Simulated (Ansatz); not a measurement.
## Work function of Au(110): what the settings cost and change

Aim: the numerical settings behind the work function of Au(110), with the cost of each.

Method: plane-wave DFT, PBE, Ansatz PAW, in Ansatz 0.2.0.

**1. Starting point**

The cell holds 7 atoms: 7 Au. Its edges and angles: a = 4.080 Å, b = 2.885 Å, c = 26.655 Å, α = 90.0°, β = 90.0°, γ = 90.0°. Vacuum lies along c.

**2. Slab, setting cutoff 200 eV**

A work function rests on the faint tail of the density, so the SCF threshold is tight. The cutoff is raised first; then mesh and smearing are varied at the default cutoff.

Input file input.yaml:

```yaml
crystal:
  lattice:
    - [4.08, 0.0, 0.0]
    - [0.0, 2.8849956672, 0.0]
    - [0.0, 0.0, 26.6549870017]
  atoms:
    - { symbol: Au, position: [0.0, 0.0, 0.3376478855] }
    - { symbol: Au, position: [0.5, 0.5, 0.391765257] }
    - { symbol: Au, position: [0.0, 0.0, 0.4458826285] }
    - { symbol: Au, position: [0.5, 0.5, 0.5] }
    - { symbol: Au, position: [0.0, 0.0, 0.5541173715] }
    - { symbol: Au, position: [0.5, 0.5, 0.608234743] }
    - { symbol: Au, position: [0.0, 0.0, 0.6623521145] }
kpoints:
  mp_grid: { grid: [10, 14, 1] }
hamiltonian:
  xc: pbe
scf:
  occupations: { method: fermi_dirac, width: 0.1 }
  convergence: { dr2_threshold: 1.0e-09 }
efield:
  axis: 3
  dipole_correction: true
  ramp_position: 0.97
  ramp_width: 0.06
basis:
  ecutwfc: "200 eV"
output:
  write_potential: true
  write_density: true
  volumetric_format: npy
  elf: true
```

Run with:

```console
$ ansatz run input.yaml --threads 2 --pin off --max-ram 3072MiB --backend cpu --events-out ev --progress --plain --runs-dir out
```

Numbers of over 12 decimals in the logs are rounded to 6 here.

What it wrote:

```text
Warning: basis.ecutwfc = 200 eV is below the records' recommended 420 eV, and the density's cutoff is lower with it unless basis.ecutrho_ratio is high enough to keep the records' density cutoff: compare with a run at a higher cutoff
Engine: ansatz 0.2.0, aarch64-unknown-linux-gnu
Pseudopotentials: kind: paw
Pseudopotential: Au, paw, valence charge 19, recommended cutoff 420 eV (normal), Au.paw.azcp
Functional definition: PBE
  parameter kappa = 0.804
  parameter beta = 0.066725
  exchange = pbe_x(kappa = kappa, mu = beta*pi^2/3)
  correlation = pbe_c(beta = beta)
Crystal: 7 atoms, lattice volume = 313.750 Å³
Basis set: ecut = 200 eV, 2023 PW (Γ)
Bands: 80, of which v1, the nominal top of the filled ones, is band 67 counted from 1 (66 counted from 0)
Symmetry: 4 space group operations
k-points: 48 of 140
Non-local potential: Au, projectors of the file, l = 0: 3, l = 1: 2, l = 2: 2, l = 3: 1
PAW form: soft (Blöchl's): semilocal exchange-correlation on the pseudo side does not see the compensation charge
PAW one-centre angular grid: Au, 590 points (default); XC on 64 Gauss nodes
Initial density: superposition of atomic densities (neutral atoms: chi_scale 0, normalization atom), corrected by the library's trained network
Initial wavefunctions: pseudopotential atomic-orbital guess
Functional: x = pbe(κ = 0.804, μ = 0.219515), c = pbe(β = 0.066725)
SCF iter   1: F=—  HF=-91982.071711 eV  |F-HF|=—  |Δ(HF+E_count)|=         —  Δρ=8.75e-2  dr2=1.50e1  ethr=1.77e-3  p=-0.000 e·Å  D=-9.73e-15 V/Å  ΔV_dip=0.00 eV  dr2_dipole=1.12e-7  V_vac-E_F(+/−)=3.93/3.93 eV  ⟨swp⟩=7.1  Hψ=15050  notcnv=0  defer=80
efield: sawtooth ramp at fractional position 0.9700 (set: `efield.ramp_position`, or a place that a band, a saddle search or an elastic batch's reference lends), width 0.0600; the density the first Hamiltonian is built on has a dipole p = -0.000 e·Å; the dipole correction subtracts the counter field D = -9.73e-15 V/Å, which shifts the + side's vacuum level by +0.00 eV against the − side's; the planar-averaged density in the ramp window peaks in size at 2.8e-5 e/Å³
preconditioner: auto → LDOS  [metal: Δε(μ)=0.018 eV  Ē_g=8.490 eV  σ=0.100 eV  W_gap=0.04  n_scr=64 (ndim 8)  ℏωp=18.4 eV  f_vac=0.571  D(μ)=2.21/eV (n_scr^D=8)  β→1.0]
SCF iter   2: F=—  HF=-91981.251805 eV  |F-HF|=—  |Δ(HF+E_count)|=   8.20e-1  Δρ=6.80e-2  dr2=1.40e1  ethr=1.77e-3  p=-0.000 e·Å  D=-2.64e-5 V/Å  ΔV_dip=0.00 eV  dr2_dipole=2.81e-8  V_vac-E_F(+/−)=6.00/6.00 eV  ⟨swp⟩=3.2  Hψ=10348  notcnv=0  defer=193
SCF iter   3: F=—  HF=-91976.046171 eV  |F-HF|=—  |Δ(HF+E_count)|=    5.21e0  Δρ=5.46e-3  dr2=9.19e-2  ethr=1.77e-3  p=-0.000 e·Å  D=-2.38e-5 V/Å  ΔV_dip=0.00 eV  dr2_dipole=4.62e-8  V_vac-E_F(+/−)=5.41/5.41 eV  ⟨swp⟩=3.0  Hψ=9412  notcnv=0  defer=205
SCF iter   4: F=—  HF=-91976.029051 eV  |F-HF|=—  |Δ(HF+E_count)|=   1.71e-2  Δρ=1.52e-3  dr2=1.54e-2  ethr=6.91e-5  p=0.000 e·Å  D=1.53e-5 V/Å  ΔV_dip=-0.00 eV  dr2_dipole=7.85e-9  V_vac-E_F(+/−)=5.31/5.32 eV  ⟨swp⟩=2.4  Hψ=6917  notcnv=0  defer=187
SCF iter   5: F=—  HF=-91976.026255 eV  |F-HF|=—  |Δ(HF+E_count)|=   2.80e-3  Δρ=5.63e-4  dr2=2.07e-3  ethr=1.16e-5  p=-0.000 e·Å  D=-3.58e-6 V/Å  ΔV_dip=0.00 eV  dr2_dipole=2.69e-10  V_vac-E_F(+/−)=5.35/5.35 eV  ⟨swp⟩=2.0  Hψ=5749  notcnv=0  defer=187
SCF iter   6: F=—  HF=-91976.025977 eV  |F-HF|=—  |Δ(HF+E_count)|=   2.78e-4  Δρ=1.25e-4  dr2=7.92e-5  ethr=1.55e-6  p=0.000 e·Å  D=2.00e-6 V/Å  ΔV_dip=-0.00 eV  dr2_dipole=7.90e-10  V_vac-E_F(+/−)=5.34/5.35 eV  ⟨swp⟩=2.1  Hψ=5748  notcnv=0  defer=187
SCF iter   7: F=—  HF=-91976.025973 eV  |F-HF|=—  |Δ(HF+E_count)|=   3.73e-6  Δρ=3.23e-5  dr2=8.72e-6  ethr=5.95e-8  p=-0.000 e·Å  D=-2.28e-7 V/Å  ΔV_dip=0.00 eV  dr2_dipole=6.40e-12  V_vac-E_F(+/−)=5.35/5.35 eV  ⟨swp⟩=2.0  Hψ=5526  notcnv=0  defer=187
SCF iter   8: F=—  HF=-91976.025963 eV  |F-HF|=—  |Δ(HF+E_count)|=   9.81e-6  Δρ=9.15e-6  dr2=6.28e-7  ethr=6.56e-9  p=0.000 e·Å  D=1.85e-6 V/Å  ΔV_dip=-0.00 eV  dr2_dipole=2.83e-10  V_vac-E_F(+/−)=5.35/5.35 eV  ⟨swp⟩=2.0  Hψ=5931  notcnv=0  defer=187
SCF iter   9: F=—  HF=-91976.025964 eV  |F-HF|=—  |Δ(HF+E_count)|=   8.77e-8  Δρ=2.03e-6  dr2=2.08e-8  ethr=4.72e-10  p=-0.000 e·Å  D=-9.03e-7 V/Å  ΔV_dip=0.00 eV  dr2_dipole=6.81e-11  V_vac-E_F(+/−)=5.35/5.36 eV  ⟨swp⟩=2.0  Hψ=5661  notcnv=0  defer=187
SCF iter  10: F=—  HF=-91976.025964 eV  |F-HF|=—  |Δ(HF+E_count)|=   2.94e-9  Δρ=7.55e-7  dr2=3.44e-9  ethr=1.56e-11  p=0.000 e·Å  D=1.06e-6 V/Å  ΔV_dip=-0.00 eV  dr2_dipole=7.86e-11  V_vac-E_F(+/−)=5.35/5.36 eV  ⟨swp⟩=2.9  Hψ=8298  notcnv=0  defer=187
SCF iter  11: F=-91976.025964 eV  HF=-91976.025964 eV  |F-HF|=1.16e-10  |Δ(HF+E_count)|=  7.71e-10  Δρ=2.03e-7  dr2=1.47e-10  ethr=1.00e-12  p=-0.000 e·Å  D=-2.49e-7 V/Å  ΔV_dip=0.00 eV  dr2_dipole=5.24e-12  V_vac-E_F(+/−)=5.35/5.36 eV  ⟨swp⟩=13.5  Hψ=12363  notcnv=0
WARN: efield: at this solve's end the planar-averaged density reaches 9.77e-5 e/Å³ inside the ramp window [0.9325, 0.0675] (bound 1e-5 e/Å³); by the running means of the window's planes the mean density over a ramp is at most 8.35e-5 e/Å³, which is held to the bound (the quickstart, § The vacuum guard, A window that rings); the window's nearer edge stands 7.20 Å from this solve's nearest atom along the axis. Its work [...]
SCF 1 converged in 11 iterations: F = -91976.025964 eV  dr2 = 1.47e-10
  greatest PAW one-centre occupation: 1.030 electrons in one spin orbital (limit 2), on the Au atom at site 0 (counted from 0), in its partial waves of l = 1
WARN: The output density's exchange-correlation potential varies sharply where the density is thin. Do not read a vacuum level from v_tot or v_xc, or from such a field of the output density. On a cell that repeats whose density bears no net charge and no dipole along the vacuum's axis use v_es (v_loc + v_h of the components); under efield.dipole_correction with no amplitude use v_es + v_field, which holds any externa [...]
SCF converged after 11 iterations
Free energy (F): -91976.025964 eV
Harris-Foulkes:  -91976.025964 eV  (|F-HF|=1.16e-10)
Internal energy: -91975.960821 eV  (E = F + TS)
E sigma→0 (E₀):  -91975.993392 eV
Entropy (-TS):   -0.065142 eV (-9.306 meV/atom)
Fermi energy:    4.642644 eV
Dipole field:    D = 0.000002 V/Å  (p = 0.000004 e·Å, saw-weighted, corrected)
Work function:   Φ+ = 5.3515 eV (in doubt: plateau slope 2.4e-2 eV/Å)   Φ− = 5.3553 eV (in doubt: plateau slope 2.1e-2 eV/Å)
Levels:          The Fermi level and band energies are counted from a zero that moves with the ramp; work functions are not
Vacuum region:   at the solve's end the planar-averaged density reaches 9.77e-5 e/Å³ inside the ramp window [0.9325, 0.0675] (bound 1e-5 e/Å³); by the running means of the window's planes the mean density over a ramp is at most 8.35e-5 e/Å³, which is held to the bound (the quickstart, § The vacuum guard, A window that rings)
--- Per-component energies (eV) ---
  E_band       = -3676.458243
  E_kinetic    = 4430.160268
  E_local      = -246183.611063  (includes V_loc(G=0)·N_el)
  E_nonlocal   = 317.347218
  E_hartree    = 121096.584107
  E_xc         = -1638.261564
  E_vxc        = -1981.159547  (∫ρ·V_xc dr)
  E_paw        = -67856.715276  (= ΣΔE_a)
  E_vpaw       = -2452.364771  (= ΣTr[D̂ρ^β])
  E_aug_tail   = 0.000691  (compensation charges beyond the density's cutoff)
  E_efield     = 0.000000  (sawtooth field / dipole correction)
  E_vefield    = 0.000000  (∫n·V_field dr)
  E_ewald      = 97858.534798
  E_smearing   = -0.065142  (= −TS)
  E_closure    = 0.000000  (closes the sum)
  Σ components = -91976.025964   (vs F -91976.025964, Δ=0.00e0)
--- Band table (eV; the first three rows and the last of 48) ---
  k-point 0: bands = [... 63 lower, 2.4194, 2.5635, 2.6044, 3.4288, 5.0488, 6.9225, 7.1133, 8.7826, ... 9 higher]
  k-point 1: bands = [... 63 lower, 2.3217, 2.5531, 2.6757, 3.4296, 5.1300, 7.2141, 7.2876, 8.8771, ... 9 higher]
  k-point 2: bands = [... 63 lower, 2.3977, 2.5160, 2.7151, 3.6036, 5.4566, 7.5723, 8.1295, 9.1632, ... 9 higher]
  k-point 47: bands = [... 63 lower, 4.8843, 4.9750, 6.7523, 6.9750, 7.5834, 7.5974, 7.8100, 7.9420, ... 9 higher]
```

Wall time 75 s (2 threads of Arm Neoverse N1, shared host); peak memory 0.62 GiB.

The column dr2 measures how far the density is from self-consistency, as an energy; F and HF (Harris–Foulkes) agree once it is small.

Numbers from this step:

* energy at zero smearing: -91975.9934 eV
* work function, upper face: 5.351 eV

Running mean over 1.442 Å of the planar mean; the ramp of the sawtooth is left out. The electron's electrostatic potential energy less the Fermi level by z:

```csv
z (Å),electron's electrostatic potential energy less the Fermi level (eV)
3.5,5.29
4.0,5.26
4.5,5.23
5.0,5.20
5.5,5.16
6.0,5.10
6.5,4.99
7.0,4.73
7.5,3.77
8.0,0.622
8.5,-3.90
9.0,-7.24
9.5,-8.32
10.0,-8.62
10.5,-8.78
11.0,-8.88
11.5,-8.92
12.0,-8.94
12.5,-8.94
13.0,-8.94
13.5,-8.94
14.0,-8.94
14.5,-8.94
15.0,-8.92
15.5,-8.89
16.0,-8.82
16.5,-8.68
17.0,-8.45
17.5,-7.78
18.0,-5.15
18.5,-0.735
19.0,3.09
19.5,4.56
20.0,4.94
20.5,5.07
21.0,5.14
21.5,5.19
22.0,5.22
22.5,5.25
23.0,5.28
```

Electrostatic potential energy in the ca plane at fractional y = 0.000, with atoms of Au within 0.2 Å of it. With pseudopotentials it is smooth inside the atoms' cores, unlike the true potential.

Ten even steps from '0' (-49 eV) to '9' (10 eV), each cell a mean:
```
99985100269850002788500027984000379999999999
99997422589974225899742268997423689999999999
99999877899988778999887789998877899999999999
99999999999999999999999999999999999999999999
99999999999999999999999999999999999999999999
99999999999999999999999999999999999999999999
99999999999999999999999999999999999999999999
99999988999998889999988899999888999999999999
99998645789986457899864578998645799999999999
99996200379862003798610047985101489999999999
99985000168840001688400016884000279999999999
```
Columns run along c (16.0 Å, from fractional 0.25 to 0.85 of the cell; values clipped at the 3rd and 97th percentile), rows up along a (4.1 Å). Atoms in or near the plane, at fractional coordinates: Au at (0.34, 0.00), Au at (0.45, 0.00), Au at (0.55, 0.00), Au at (0.66, 0.00).

Valence density in the ca plane at fractional y = 0.000, with atoms of Au within 0.2 Å of it. It is the smooth field of the valence electrons, not physical close to the nuclei.

Values in units of 1e0 e/Å³, 6 rows by 16 columns, each cell a mean:
```
0.0 1.2 6.7 1.1 1.7 6.5 0.8 2.4 6.1 0.5 3.2 5.5 0.2 0.0 0.0 0.0
0.0 0.1 0.7 0.3 0.3 0.7 0.2 0.3 0.6 0.2 0.4 0.5 0.1 0.0 0.0 0.0
0.0 0.0 0.1 0.2 0.2 0.1 0.2 0.2 0.1 0.2 0.2 0.1 0.0 0.0 0.0 0.0
0.0 0.0 0.1 0.2 0.2 0.2 0.2 0.2 0.2 0.2 0.2 0.1 0.0 0.0 0.0 0.0
0.0 0.3 1.7 0.4 0.5 1.6 0.3 0.7 1.5 0.3 0.8 1.3 0.1 0.0 0.0 0.0
0.0 1.6 9.1 1.5 2.4 8.9 1.0 3.3 8.3 0.7 4.4 7.5 0.3 0.0 0.0 0.0
```
Columns run along c (16.0 Å, from fractional 0.25 to 0.85 of the cell), rows up along a (4.1 Å). Atoms in or near the plane, at fractional coordinates: Au at (0.34, 0.00), Au at (0.45, 0.00), Au at (0.55, 0.00), Au at (0.66, 0.00).

ELF in the ca plane at fractional y = 0.000, with atoms of Au within 0.2 Å of it. It is the smooth field of the valence electrons, not physical close to the nuclei.

Ten even steps from '0' (0.00) to '9' (0.77), each cell a mean:
```
00235788642257886322578863235787642100000000
00124666522235665222356642224666532000000000
00023344222223432222234322222344321000000000
00001222232332112323221123232222210000000000
00000111233331112333211123332111000000000000
00000000233331002333210023333100000000000000
00001221233332112333321123333212100000000000
00012332222222222222222222222233221000000000
00123555422224553222245532223555432000000000
00135677632246776322467753225677642100000000
00236799752257997423679864236798642100000000
```
Columns run along c (16.0 Å, from fractional 0.25 to 0.85 of the cell), rows up along a (4.1 Å). Atoms in or near the plane, at fractional coordinates: Au at (0.34, 0.00), Au at (0.45, 0.00), Au at (0.55, 0.00), Au at (0.66, 0.00).

The work function is 5.351 eV. The program marks this work function as in doubt.

**3. Run**

input.yaml, as its differences from that of step 2:

```diff
@@ -26,3 +26,3 @@
 basis:
-  ecutwfc: "200 eV"
+  ecutwfc: "300 eV"
 output:
@@ -31,2 +31 @@
   volumetric_format: npy
-  elf: true
```

What it wrote:

```text
[...]
Crystal: 7 atoms, lattice volume = 313.750 Å³
Basis set: ecut = 300 eV, 3641 PW (Γ)
Bands: 80, of which v1, the nominal top of the filled ones, is band 67 counted from 1 (66 counted from 0)
Symmetry: 4 space group operations
k-points: 48 of 140
[...]
k-point 0: bands = [... 63 lower, 2.7885, 2.9904, 3.1322, 3.5711, 5.1242, 6.7736, 7.1565, 8.8782, ... 9 higher]
  k-point 1: bands = [... 63 lower, 2.6705, 2.9696, 3.0817, 3.6215, 5.2275, 7.1371, 7.2819, 9.0016, ... 9 higher]
  k-point 2: bands = [... 63 lower, 2.6846, 2.9266, 3.1251, 3.7640, 5.5159, 7.6252, 8.0320, 9.2915, ... 9 higher]
  k-point 47: bands = [... 63 lower, 4.7924, 4.9091, 6.7080, 6.9478, 7.8745, 7.8895, 8.0373, 8.1536, ... 9 higher]
[key lines of the parts left out:]
SCF converged after 9 iterations
Free energy (F): -92043.123715 eV
Fermi energy:    4.743712 eV
Dipole field:    D = -0.000000 V/Å  (p = -0.000000 e·Å, saw-weighted, corrected)
Work function:   Φ+ = 4.9442 eV   Φ− = 4.9443 eV
```

Run time: 1.9 min. Hardware: 2 threads; peak memory 0.92 GiB.

The work function is 4.944 eV, -0.407 eV from the run “cutoff 200 eV”, at 1.5 times its CPU time.

**4. Run**

input.yaml, as its differences from that of step 3:

```diff
@@ -26,3 +26,3 @@
 basis:
-  ecutwfc: "300 eV"
+  ecutwfc: "420 eV"
 output:
```

What it wrote:

```text
[...]
Crystal: 7 atoms, lattice volume = 313.750 Å³
Basis set: ecut = 420 eV, 6129 PW (Γ)
Bands: 80, of which v1, the nominal top of the filled ones, is band 67 counted from 1 (66 counted from 0)
Symmetry: 4 space group operations
k-points: 48 of 140
[...]
k-point 0: bands = [... 63 lower, 2.8005, 3.0007, 3.1446, 3.5762, 5.1247, 6.7612, 7.1536, 8.8651, ... 9 higher]
  k-point 1: bands = [... 63 lower, 2.6823, 2.9829, 3.0933, 3.6258, 5.2255, 7.1225, 7.2774, 9.0103, ... 9 higher]
  k-point 2: bands = [... 63 lower, 2.6951, 2.9405, 3.1396, 3.7683, 5.5141, 7.6213, 8.0200, 9.2999, ... 9 higher]
  k-point 47: bands = [... 63 lower, 4.7828, 4.9008, 6.6956, 6.9356, 7.8746, 7.8897, 8.0360, 8.1510, ... 9 higher]
[key lines of the parts left out:]
SCF converged after 9 iterations
Free energy (F): -92043.854318 eV
Fermi energy:    4.742576 eV
Dipole field:    D = 0.000000 V/Å  (p = 0.000000 e·Å, saw-weighted, corrected)
Work function:   Φ+ = 4.9439 eV   Φ− = 4.9439 eV
```

Wall time 3 min (2 threads); peak memory 1.4 GiB; 5 min of CPU time.

The work function is 4.944 eV, -0.408 eV from the run “cutoff 200 eV”, at 2.2 times its CPU time.

**5. Slab**

input.yaml, as its differences from that of step 4:

```diff
@@ -26,3 +26,3 @@
 basis:
-  ecutwfc: "420 eV"
+  ecutwfc: "600 eV"
 output:
```

What it wrote:

```text
[...]
Crystal: 7 atoms, lattice volume = 313.750 Å³
Basis set: ecut = 600 eV, 10433 PW (Γ)
Bands: 80, of which v1, the nominal top of the filled ones, is band 67 counted from 1 (66 counted from 0)
Symmetry: 4 space group operations
k-points: 48 of 140
[...]
k-point 0: bands = [... 63 lower, 2.8006, 3.0008, 3.1448, 3.5762, 5.1245, 6.7608, 7.1533, 8.8647, ... 9 higher]
  k-point 1: bands = [... 63 lower, 2.6823, 2.9830, 3.0934, 3.6257, 5.2253, 7.1221, 7.2771, 9.0100, ... 9 higher]
  k-point 2: bands = [... 63 lower, 2.6951, 2.9406, 3.1397, 3.7682, 5.5139, 7.6210, 8.0196, 9.2996, ... 9 higher]
  k-point 47: bands = [... 63 lower, 4.7825, 4.9005, 6.6952, 6.9353, 7.8743, 7.8893, 8.0357, 8.1506, ... 9 higher]
[key lines of the parts left out:]
SCF converged after 9 iterations
Free energy (F): -92043.863651 eV
Fermi energy:    4.742397 eV
Dipole field:    D = 0.000000 V/Å  (p = 0.000000 e·Å, saw-weighted, corrected)
Work function:   Φ+ = 4.9439 eV   Φ− = 4.9439 eV
```

Wall time 5 min (2 threads); peak memory 2.1 GiB.

The work function is 4.944 eV, +0.000 eV from the run “cutoff 420 eV”, at 1.7 times its CPU time.

**6. Slab**

input.yaml, as its differences from that of step 5:

```diff
@@ -14,3 +14,3 @@
 kpoints:
-  mp_grid: { grid: [10, 14, 1] }
+  mp_grid: { grid: [2, 2, 1] }
 hamiltonian:
@@ -25,4 +25,2 @@
   ramp_width: 0.06
-basis:
-  ecutwfc: "600 eV"
 output:
```

What it wrote:

```text
[...]
Crystal: 7 atoms, lattice volume = 313.750 Å³
Basis set: ecut = 420 eV, 6129 PW (Γ)
Bands: 80, of which v1, the nominal top of the filled ones, is band 67 counted from 1 (66 counted from 0)
Symmetry: 4 space group operations
k-points: 4
[...]
k-point 0: bands = [... 63 lower, 3.0474, 3.0804, 3.3803, 3.6997, 5.2387, 6.9586, 7.2485, 8.9173, ... 9 higher]
  k-point 1: bands = [... 63 lower, 4.8127, 4.8655, 5.1104, 5.1149, 5.5752, 5.8916, 6.3463, 8.4472, ... 9 higher]
  k-point 2: bands = [... 63 lower, 3.0002, 3.0703, 3.0931, 3.1255, 3.4181, 4.0926, 4.7371, 5.5772, ... 9 higher]
  k-point 3: bands = [... 63 lower, 4.8673, 5.0545, 6.6893, 7.0596, 8.0075, 8.0574, 8.1587, 8.2286, ... 9 higher]
[key lines of the parts left out:]
SCF converged after 11 iterations
Free energy (F): -92039.428450 eV
Fermi energy:    4.972380 eV
Dipole field:    D = -0.000001 V/Å  (p = -0.000001 e·Å, saw-weighted, corrected)
Work function:   Φ+ = 4.6317 eV   Φ− = 4.6317 eV
```

It took 12 s on 2 threads; peak memory 0.56 GiB.

The work function is 4.632 eV, -0.312 eV from the run “cutoff 420 eV”, at 0.053 times its CPU time.

**7. Run**

input.yaml, as its differences from that of step 6:

```diff
@@ -14,3 +14,3 @@
 kpoints:
-  mp_grid: { grid: [2, 2, 1] }
+  mp_grid: { grid: [3, 5, 1] }
 hamiltonian:
```

What it wrote:

```text
[...]
Crystal: 7 atoms, lattice volume = 313.750 Å³
Basis set: ecut = 420 eV, 6129 PW (Γ)
Bands: 80, of which v1, the nominal top of the filled ones, is band 67 counted from 1 (66 counted from 0)
Symmetry: 4 space group operations
k-points: 6 of 15
[...]
k-point 0: bands = [... 63 lower, 2.8617, 3.0879, 3.2251, 3.6163, 5.1673, 6.8250, 7.1920, 8.9138, ... 9 higher]
  k-point 1: bands = [... 63 lower, 2.7885, 3.1187, 3.1748, 3.9921, 5.9011, 8.0539, 9.0202, 9.5067, ... 9 higher]
  k-point 2: bands = [... 63 lower, 3.2651, 3.4784, 3.6999, 5.3903, 6.4575, 7.3537, 7.4872, 8.8281, ... 9 higher]
  k-point 5: bands = [... 63 lower, 3.1674, 4.3370, 5.6580, 6.3540, 6.9969, 7.6865, 7.9472, 8.1860, ... 9 higher]
[key lines of the parts left out:]
SCF converged after 9 iterations
Free energy (F): -92043.953690 eV
Fermi energy:    4.691336 eV
Dipole field:    D = 0.000000 V/Å  (p = 0.000001 e·Å, saw-weighted, corrected)
Work function:   Φ+ = 4.9478 eV   Φ− = 4.9478 eV
```

Wall time 30 s (2 threads); peak memory 0.59 GiB.

The work function is 4.948 eV, +0.004 eV from the run “cutoff 420 eV”, at 0.13 times its CPU time.

(Part 1 of 2 ends here.)

[Logs are printed without paths, hosts, clocks, repeated set-up lines and the standing remarks that a program may print on its own settings, such as how far it seeks lower states.]

[Hosts, paths, dates, database ids (printed as entryN), source tags and the programs' standing remarks are cut or masked in the printed files.]

[Maps of the electrostatic potential energy from Ansatz leave out the sawtooth potential of an applied field or a dipole correction, so their vacuum need not be flat; planar profiles and work functions include it.]
